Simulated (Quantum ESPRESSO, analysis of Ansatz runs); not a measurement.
# A hop of Li in Li2SnF6 (P-31m), charge −1 (Quantum ESPRESSO)

Aim: the barrier of one jump in Li2SnF6 (P-31m) at charge −1: V_Li hop (4.5 Å). The model is a cell of 72 host atoms with 1 Li taken out; Li is the atom that moves.

Main program and level: Quantum ESPRESSO 7.5; Quantum ESPRESSO plane-wave DFT, PBEsol, GBRV 1.5 PBEsol potentials; nudged elastic band between two relaxed defect structures at fixed charge in a uniform background.

The raw output is cut from this account; settings, times and results stay.

## 1. Starting point

The cell holds 71 atoms: 15 Li, 8 Sn and 48 F. Cell: a = 9.882 Å, b = 9.882 Å, c = 9.112 Å, α = 90.0°, β = 90.0°, γ = 120.0°. It derives from Li2SnF6 (space group P-31m). Nearest the centre at fractional (0.667, 0.333, 0.000): F53 at 2.01 Å, F69 at 2.01 Å, F49 at 2.01 Å, F44 at 2.02 Å, F59 at 2.03 Å, F40 at 2.04 Å, Li38 at 2.27 Å, Sn21 at 2.83 Å. The cell carries charge −1.

The cell's shortest repeat is 9.1 Å.

## 2. Relaxation of the start point, charge −1

A barrier is counted from a minimum, so both ends are relaxed first. Small random displacements break the symmetry of the ideal sites, so that the defect can distort if it gains by it. The charge of −1 is set by the electron count, and a uniform background keeps the cell neutral.

Input file pw.in:

```
&CONTROL
  calculation = 'relax'
  prefix = 'pwscf'
  outdir = './tmp'
  pseudo_dir = './pseudo'
  tprnfor = .true.
  disk_io = 'low'
  nstep = 70
  forc_conv_thr = 0.00078
  etot_conv_thr = 0.0001
/
&SYSTEM
  ibrav = 0
  nat = 71
  ntyp = 3
  ecutwfc = 40
  ecutrho = 324
  nbnd = 251
  occupations = 'fixed'
  tot_charge = -1
  nosym = .true.
/
&ELECTRONS
  conv_thr = 7d-08
  electron_maxstep = 100
  mixing_beta = 0.5
/
&IONS
  ion_dynamics = 'bfgs'
/
ATOMIC_SPECIES
Li     6.9400 li_pbesol_v1.4.uspp.F.UPF
Sn   118.7100 sn_pbesol_v1.4.uspp.F.UPF
F     18.9984 f_pbesol_v1.4.uspp.F.UPF
CELL_PARAMETERS angstrom
   9.8824569602    0.0000000007    0.0000000000
  -4.9412285801    8.5584588632    0.0000000000
   0.0000000000    0.0000000000    9.1124854425
ATOMIC_POSITIONS crystal
Li     0.3301579871    0.1644018895    0.2511854170
Li     0.1660558835    0.3338746889    0.2531090450
Sn     0.0007261271    0.0005879861   -0.0032115252
F      0.1667329829    0.1661022655    0.1256342801
F      0.3397838648    0.3382512388    0.3726066621
F      0.3376897919   -0.0021082311    0.1270644039
F      0.1653540864    0.0030247318    0.3714235043
F     -0.0021931715    0.3330634350    0.1279697085
[... 59 atom lines left out ...]
F      0.8393535206    0.5029168127    0.6262711473
F      0.6632128760    0.4972810875    0.8712402418
F      0.5008078716    0.8387882941    0.6246284989
F      0.5011982131    0.6670915536    0.8725732809
K_POINTS gamma
```

Started as:

```
$ OMP_NUM_THREADS=1 mpirun -n 4 pw.x -in pw.in > pw.out
```

Wall time 8.7 min (4 MPI ranks of Arm Neoverse V2, shared host); peak memory 1.3 GiB; 35 min of CPU time.

Step by step:

```tsv
step	energy less that of the first step (eV)
0	0.0000
1	-0.4837
2	-0.5720
3	-0.6342
4	-0.6913
5	-0.7271
6	-0.7435
7	-0.7608
8	-0.7685
9	-0.7733
10	-0.7779
11	-0.7825
12	-0.7843
13	-0.7855
14	-0.7863
15	-0.7871
16	-0.7879
17	-0.7884
18	-0.7887
```

The atoms that moved most (Å):

```tsv
atom	dx	dy	dz	length
Li63	-0.026	-0.175	0.007	0.177
Li46	-0.141	0.103	-0.014	0.176
Li10	0.121	0.088	-0.012	0.150
F69	-0.020	0.087	0.080	0.120
F52	-0.079	-0.034	-0.073	0.113
F49	0.076	0.000	0.071	0.104
F53	-0.071	-0.038	0.050	0.095
F57	-0.044	0.008	0.055	0.071
```

Neighbours of Li38 at the end:

```tsv
atom	distance (Å)
F41	2.004
F60	2.004
F45	2.006
F44	2.006
F59	2.007
F40	2.008
Li1	2.852
Li54	2.853
Li37	2.854
```

Numbers from this step:

```
highest filled level                                                                              : 1.931 eV
lowest empty level                                                                                : 6.976 eV
r.m.s. move of the farther half of the atoms                                                      : 0.01602 Å
largest move from the ideal geometry of this structure, a common shift of the far atoms taken out : 0.1669 Å
```

The relaxation gained 0.789 eV and ended with a largest force component of 0.012 eV/Å.

## 3. Relaxation of the end point, charge −1

The end point is relaxed in the same cell and settings, so that the two energies compare. Atoms more than 3.2 Å from the middle of the hop start where the first relaxation left them, the nearer ones on or close to their ideal places, with small random displacements.

Input file pw.in:

```
&CONTROL
  calculation = 'relax'
  prefix = 'pwscf'
  outdir = './tmp'
  pseudo_dir = './pseudo'
  tprnfor = .true.
  disk_io = 'low'
  nstep = 70
  forc_conv_thr = 0.00078
  etot_conv_thr = 0.0001
/
&SYSTEM
  ibrav = 0
  nat = 71
  ntyp = 3
  ecutwfc = 40
  ecutrho = 324
  nbnd = 251
  occupations = 'fixed'
  tot_charge = -1
  nosym = .true.
/
&ELECTRONS
  conv_thr = 7d-08
  electron_maxstep = 100
  mixing_beta = 0.5
/
&IONS
  ion_dynamics = 'bfgs'
/
ATOMIC_SPECIES
Li     6.9400 li_pbesol_v1.4.uspp.F.UPF
Sn   118.7100 sn_pbesol_v1.4.uspp.F.UPF
F     18.9984 f_pbesol_v1.4.uspp.F.UPF
CELL_PARAMETERS angstrom
   9.8824569602    0.0000000007    0.0000000000
  -4.9412285801    8.5584588632    0.0000000000
   0.0000000000    0.0000000000    9.1124854425
ATOMIC_POSITIONS crystal
Li     0.3341902274    0.1663795492    0.2510908097
Li     0.1667208375    0.3325648155    0.2511627920
[... 11 atom lines left out ...]
F      0.3362091028    0.3380800398    0.8751996792
[... 6 atom lines left out ...]
Sn    -0.0006821243    0.4988384254    0.0000449612
[... 14 atom lines left out ...]
F      0.0012449703    0.6638537585    0.8753853066
[... 1 atom line left out ...]
Li     0.6666119982    0.3331548478   -0.2510839349
Sn     0.5010863150    0.0002180087   -0.0001974493
F      0.6631943309    0.1631708578    0.1259654949
[... 3 atom lines left out ...]
F      0.4999252320    0.3357182815    0.1260156730
[... 4 atom lines left out ...]
F      0.8354033358    0.3355254177    0.8736484406
[... 3 atom lines left out ...]
F      0.5009964349    0.1643231422    0.8725273058
[... 2 atom lines left out ...]
Sn     0.4998697755    0.4989293765    0.0000136255
[... 2 atom lines left out ...]
F      0.8360593243    0.5006293762    0.1276023432
[... 9 atom lines left out ...]
F      0.6643542053    0.5001020285    0.8739351424
[... 1 atom line left out ...]
F      0.4989084576    0.6638463630    0.8745489653
K_POINTS gamma
```

Run time: 8.7 min. Hardware: 4 MPI ranks; peak memory 1.3 GiB; 35 min of CPU time.

Step by step:

```tsv
step	energy less that of the first step (eV)
0	0.0000
1	-0.3584
2	-0.4642
3	-0.5432
4	-0.6151
5	-0.6648
6	-0.6884
7	-0.7145
8	-0.7264
9	-0.7314
10	-0.7368
11	-0.7425
12	-0.7450
13	-0.7464
14	-0.7475
15	-0.7486
16	-0.7498
17	-0.7503
18	-0.7507
```

The atoms that moved most (Å):

```tsv
atom	dx	dy	dz	length
Li54	-0.003	-0.172	-0.006	0.172
Li37	-0.149	0.085	-0.004	0.172
Li63	0.000	0.170	-0.001	0.170
Li10	-0.137	-0.082	0.001	0.159
Li46	0.133	-0.082	-0.009	0.157
Li1	0.131	0.083	-0.008	0.156
F41	0.051	-0.031	0.082	0.102
F68	0.006	-0.055	0.080	0.097
```

Neighbours of Li38 at the end:

```tsv
atom	distance (Å)
F52	2.005
F68	2.005
F48	2.005
F69	2.009
F49	2.009
F53	2.009
Li10	2.853
Li63	2.853
Li46	2.854
```

This step gave:

| Property | Result |
| --- | --- |
| highest filled level | 1.932 eV |
| lowest empty level | 6.977 eV |
| r.m.s. move of the farther half of the atoms | 0.01589 Å |
| largest move from the ideal geometry of this structure, a common shift of the far atoms taken out | 0.1631 Å |

The relaxation gained 0.751 eV and ended with a largest force component of 0.015 eV/Å. The end lies within 1 meV of the start.

## 4. Nudged elastic band, charge −1

3 movable images are laid between the ends on a pair-potential path, which keeps atoms from colliding in the first guess. Each image feels the true force across the path and a spring force along it. The highest image is set to climb to the top of the path.

This step: Quantum ESPRESSO plane-wave DFT, PBEsol, GBRV 1.5 PBEsol potentials; nudged elastic band between two relaxed defect structures at fixed charge in a uniform background.

Input file neb.in:

```
BEGIN
BEGIN_PATH_INPUT
&PATH
  restart_mode = 'from_scratch'
  string_method = 'neb'
  nstep_path = 45
  ds = 1.5
  opt_scheme = 'broyden'
  num_of_images = 5
  k_max = 0.3
  k_min = 0.2
  CI_scheme = 'auto'
  path_thr = 0.05
/
END_PATH_INPUT
BEGIN_ENGINE_INPUT
&CONTROL
  prefix = 'pwscf'
  outdir = './tmp'
  pseudo_dir = './pseudo'
  disk_io = 'low'
/
&SYSTEM
  ibrav = 0
  nat = 71
  ntyp = 3
  ecutwfc = 40
  ecutrho = 324
  nbnd = 251
  occupations = 'fixed'
  tot_charge = -1
  nosym = .true.
/
&ELECTRONS
  conv_thr = 7d-08
  electron_maxstep = 100
  mixing_beta = 0.5
/
ATOMIC_SPECIES
Li     6.9400 li_pbesol_v1.4.uspp.F.UPF
Sn   118.7100 sn_pbesol_v1.4.uspp.F.UPF
F     18.9984 f_pbesol_v1.4.uspp.F.UPF
CELL_PARAMETERS angstrom
   9.8824569602    0.0000000007    0.0000000000
  -4.9412285801    8.5584588632    0.0000000000
   0.0000000000    0.0000000000    9.1124854425
BEGIN_POSITIONS
FIRST_IMAGE
ATOMIC_POSITIONS crystal
Li     0.3335214294    0.1665673546    0.2505290952
Li     0.1668294595    0.3332732687    0.2503769811
Sn     0.0002684851   -0.0000161157   -0.0014308127
F      0.1632291254    0.1628619145    0.1272481261
F      0.3347285378    0.3378488576    0.3699645786
F      0.3346803907   -0.0033346949    0.1308278109
F      0.1632530763    0.0003282837    0.3735527630
F      0.0031394121    0.3377403483    0.1308960231
F     -0.0003075658    0.1629078589    0.3736532820
Li     0.3529917897    0.1762923399    0.7501898034
Li     0.1662044833    0.3319918231    0.7503121118
Sn     0.0000672463    0.0000005192    0.5021569803
F      0.1641037850    0.1639127536    0.6273931083
F      0.3358025386    0.3370365134    0.8744486142
F      0.3357901953   -0.0017013461    0.6262309587
F      0.1642247684    0.0000891143    0.8732364309
F      0.0015536444    0.3371175732    0.6263457445
F      0.0001919794    0.1638532357    0.8731843179
Li     0.3332719846    0.6664420290    0.2503880084
Li     0.1668498709    0.8331436699    0.2502496117
Sn    -0.0000224060    0.4989730300    0.0005392737
F      0.1644017942    0.6632087721    0.1272110970
F      0.3367374978    0.8355526348    0.3734879447
F      0.3364028974    0.5005186823    0.1272334479
F      0.1642621979    0.5007466617    0.3736155847
F     -0.0001328638    0.8366696638    0.1270761940
F      0.0033247061    0.6651145368    0.3699382016
Li     0.3332787957    0.6664255257    0.7505482821
Li     0.1662940262    0.8338725844    0.7502556166
Sn     0.0000398571    0.5007355854    0.5003134559
F      0.1663002137    0.6649464348    0.6262393020
F      0.3351433963    0.8337062901    0.8745834755
F      0.3350618288    0.5010397077    0.6262340888
F      0.1660771339    0.5008315993    0.8745044195
F      0.0002440778    0.8361853069    0.6274804128
F      0.0018822855    0.6643027731    0.8743681833
Li     0.8334370241    0.1665977171    0.2504263445
Li     0.6667677047    0.3333469746    0.2507297031
Sn     0.4992262489   -0.0001805252    0.0006695130
F      0.6631019977    0.1615244988    0.1299946001
F      0.8380470013    0.3367208202    0.3711765325
F      0.8373621697    0.0001451158    0.1272544280
F      0.6620412355   -0.0035440013    0.3699654787
F      0.4988148253    0.3366039788    0.1297736309
F      0.4987869555    0.1617532144    0.3713127840
Li     0.8238031184    0.1760935121    0.7506031681
Sn     0.5009092183   -0.0002717842    0.5002363213
F      0.6660794278    0.1583364072    0.6209880268
F      0.8410130623    0.3334267093    0.8802981606
F      0.8361792025   -0.0001717665    0.6276371643
F      0.6627757646   -0.0019369466    0.8746832838
F      0.4929980461    0.3340789643    0.6206748816
F      0.4929675276    0.1586661796    0.8800051711
Li     0.8336047319    0.6666815973    0.2502447732
Li     0.6666600817    0.8332217327    0.2502229228
Sn     0.5008387748    0.5005808008    0.0006388213
F      0.6621032125    0.6652382327    0.1307184663
F      0.8372424429    0.8368063901    0.3735537851
F      0.8380516865    0.5012116043    0.1295707330
F      0.6631491888    0.5013267567    0.3708887056
F      0.4990130936    0.8353569981    0.1272412928
F      0.4989476109    0.6633878592    0.3734104109
Li     0.8239313295    0.6476033173    0.7504906702
Li     0.6679144134    0.8337667673    0.7505975898
Sn     0.4992580446    0.4992710707    0.5001392454
F      0.6628758918    0.6645222010    0.6261940533
F      0.8364466859    0.8360069616    0.8732662976
F      0.8413433802    0.5073833799    0.6208915321
F      0.6662679702    0.5074481216    0.8800159197
F      0.4988681885    0.8336251751    0.6263358489
F      0.4988083898    0.6646563688    0.8745473199
INTERMEDIATE_IMAGE
ATOMIC_POSITIONS crystal
Li     0.3371710502    0.1686821002    0.2495464188
Li     0.1667566133    0.3330394036    0.2499701248
[... 69 atom lines left out ...]
INTERMEDIATE_IMAGE
ATOMIC_POSITIONS crystal
Li     0.3420918460    0.1711642612    0.2492945093
Li     0.1665221210    0.3328281154    0.2497148516
[... 69 atom lines left out ...]
INTERMEDIATE_IMAGE
ATOMIC_POSITIONS crystal
Li     0.3471815730    0.1735409498    0.2495228948
Li     0.1663955257    0.3326246096    0.2494984985
[... 69 atom lines left out ...]
LAST_IMAGE
ATOMIC_POSITIONS crystal
Li     0.3524796583    0.1761981654    0.2494185718
Li     0.1662238441    0.3323896696    0.2492778128
[... 11 atom lines left out ...]
F      0.3347668817    0.3378542370    0.8689397404
[... 6 atom lines left out ...]
Sn    -0.0000178080    0.5007094730   -0.0009014228
[... 14 atom lines left out ...]
F      0.0033846300    0.6653112541    0.8688388304
[... 1 atom line left out ...]
Li     0.6667422911    0.3332851890    0.7486941189
Sn     0.5009748922    0.0000254356   -0.0009059287
F      0.6664280029    0.1588288498    0.1195718162
[... 3 atom lines left out ...]
F      0.4927591658    0.3336131164    0.1195062863
[... 4 atom lines left out ...]
F      0.8381990312    0.3367195828    0.8699573985
[... 3 atom lines left out ...]
F      0.4987362328    0.1617942710    0.8699845306
[... 2 atom lines left out ...]
Sn     0.4994127081    0.4990885897   -0.0009133931
[... 2 atom lines left out ...]
F      0.8412412036    0.5075102101    0.1195192067
[... 9 atom lines left out ...]
F      0.6634303077    0.5013809346    0.8699374810
[... 1 atom line left out ...]
F      0.4990448978    0.6632038525    0.8723449198
END_POSITIONS
K_POINTS gamma
END_ENGINE_INPUT
END
```

Started as:

```
$ OMP_NUM_THREADS=1 mpirun -n 4 neb.x -ni 2 -inp neb.in > neb.out
```

Run time: 32 min. Hardware: 4 MPI ranks; peak memory 2.4 GiB; 2.2 h of CPU time.

The path, image by image:

```tsv
image	path (Å)	energy (eV)	Li38: x, y, z (Å)
0	0.000	0.0000	4.942, 2.853, 2.285
1	1.210	0.4927	4.942, 2.852, 3.419
2	2.317	0.2443	4.942, 2.852, 4.481
3	3.426	0.5038	4.943, 2.852, 5.535
4	4.787	0.0003	4.942, 2.852, 6.822
```

Numbers from this step:

* barrier forward: 0.5038 eV
* barrier backward: 0.5036 eV
* end less start: 2.71e-4 eV
* hop length: 4.538 Å

The band met its tolerance of 0.05 eV/Å after 12 iterations, with image 3 on top (the start counts as 0). Li38, which moves farthest between the ends, has 6 F at 2.00 Å nearest at the start and 3 F at 1.80 Å at the top. The path has 2 maxima, and only the highest was climbed; it lies 0.26 eV above the dip at image 2. Between images 0 and 1 a bond changes partner or an atom moves over 0.9 Å. No image samples that step, so along this band the top may lie higher.

## 5. Summary of results

| Property | Result |
| --- | --- |
| barrier forward | 0.50 eV (in doubt, see below) |
| barrier backward | 0.50 eV |
| end less start | 0.00 eV |
| hop length | 4.54 Å |
| band iterations, as the log counts them | 12 |

What this shows: The top of the band lies 0.50 eV above the start and 0.50 eV above the end, which are alike in energy and neighbours. The path has 2 maxima, and only the highest was climbed; it lies 0.26 eV above the dip at image 2. Between images 0 and 1 a bond changes partner or an atom moves over 0.9 Å. No image samples that step, so along this band the top may lie higher. At the top Li38 stands 1.80 Å from its nearest F, 0.21 Å closer than at the start. The order of the top as a saddle was not checked for all atoms, so a bent path could be lower. No image-charge correction is applied; it largely cancels along a path if the charge stays localised alike. Keep in mind: sampling at the zone centre alone can move energies of charged and open-shell states by tenths of an eV or more in cells of this size; spin–orbit coupling, which can matter with heavy atoms, is left out.

[Long decimals in the printed logs are rounded to 6 places.]

[Repeated set-up lines and some long k-point lines are left out of the logs, and relaxed atomic positions are cut to six decimals.]

[Logs are printed without paths, hosts, clocks, repeated set-up lines and the standing remarks that a program may print on its own settings, such as how far it seeks lower states.]

[Hosts, paths, dates, database ids (printed as entryN), source tags and the programs' standing remarks are cut or masked in the printed files.]
